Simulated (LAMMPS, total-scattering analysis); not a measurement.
## Heating rock-salt solid solution (Cl0.42,I0.58)Na: displacement factors, expansion and melting

The crystal is built from its structure type, relaxed with the potential and heated at zero pressure by classical molecular dynamics (LAMMPS) with the Lennard-Jones and Coulomb ion parameters for SPC/E (Joung and Cheatham, J. Phys. Chem. B 112, 9020 (2008)), full charges; 512 atoms (Cl 20.9, I 29.1, Na 50.0 atom %). Uiso is the variance of an atom's position about its mean, per direction. The dynamics are classical, so there is no zero-point motion. Distances and their variances come from the pair functions; G(r) = 4πrρ₀[g(r) − 1], where it appears, has X-ray or neutron weights and the resolution of a Lorch transform up to 25 Å⁻¹. All values are simulated. These ion parameters were fitted for water; with full charges and no polarisation the melts tend to be sluggish and to freeze at too high a temperature.

```csv
T (K),state,cell edges (Å),Uiso Cl (Å²),Uiso I (Å²),Uiso Na (Å²),I–Na mean (Å),its variance (Å²),density (g/cm³)
200,crystalline,6.233,0.0132,0.0080,0.0142,3.185,0.0152,3.063
300,crystalline,6.258,0.0203,0.0131,0.0214,3.199,0.0216,3.026
780,crystalline,6.405,0.0694,0.0449,0.0699,3.276,0.0588,2.822
960,crystalline,6.473,0.1001,0.0684,0.0998,3.335,0.0978,2.735
1620,liquid,-,-,-,-,-,-,1.658
```

In the harmonic range U = 3ħ²T/(M k θ²), a line through the origin. The rows at 200 and 300 K give, as effective values by element: Cl 6.70×10⁻⁵ Å²/K, θ = 247 K; I 4.25×10⁻⁵ Å²/K, θ = 164 K; Na 7.12×10⁻⁵ Å²/K, θ = 298 K. At 300 K the first I–Na peak has variance 0.0216 Å², against 0.0344 Å² for independent atoms: neighbours move together (and where motion is anisotropic, less along the bond than Uiso suggests), which is what the δ₁ term models in PDF fits at high temperature. In a solid solution the peak also holds static size disorder, which Uiso about each atom's own mean leaves out. The mean volume expansion between 200 and 960 K is 158×10⁻⁶ K⁻¹. At 960 K, B = 8π²U = 7.91 Å² for Cl, which damps this element's own term in Bragg intensity at Q = 6 Å⁻¹ to 3 %, and √(3U) is 0.19 of its nearest peak distance (Cl–Na, 2.83 Å). By 1620 K the order is gone and the mean density is 1.658 g/cm³, which averages over the melting if that fell inside the sampled stretch; a perfect periodic crystal superheats, so the model's melting point lies below the temperature at which it collapsed.

**Question.** At one more temperature the first peak has mean 3.248 Å and variance 0.0452 Å², and the X-ray G(r) has maxima 3.15 (0.9), 4.49 (4.2), 7.74 (3.2), 10.01 (1.9), 11.83 (3.7). What temperature, and what Uiso?

The variance interpolates to about 600 K; the run was at 600 K, with Uiso Cl 0.0495, I 0.0314, Na 0.0499 Å².

[Logs are printed without paths, hosts, clocks, repeated set-up lines and the standing remarks that a program may print on its own settings, such as how far it seeks lower states.]
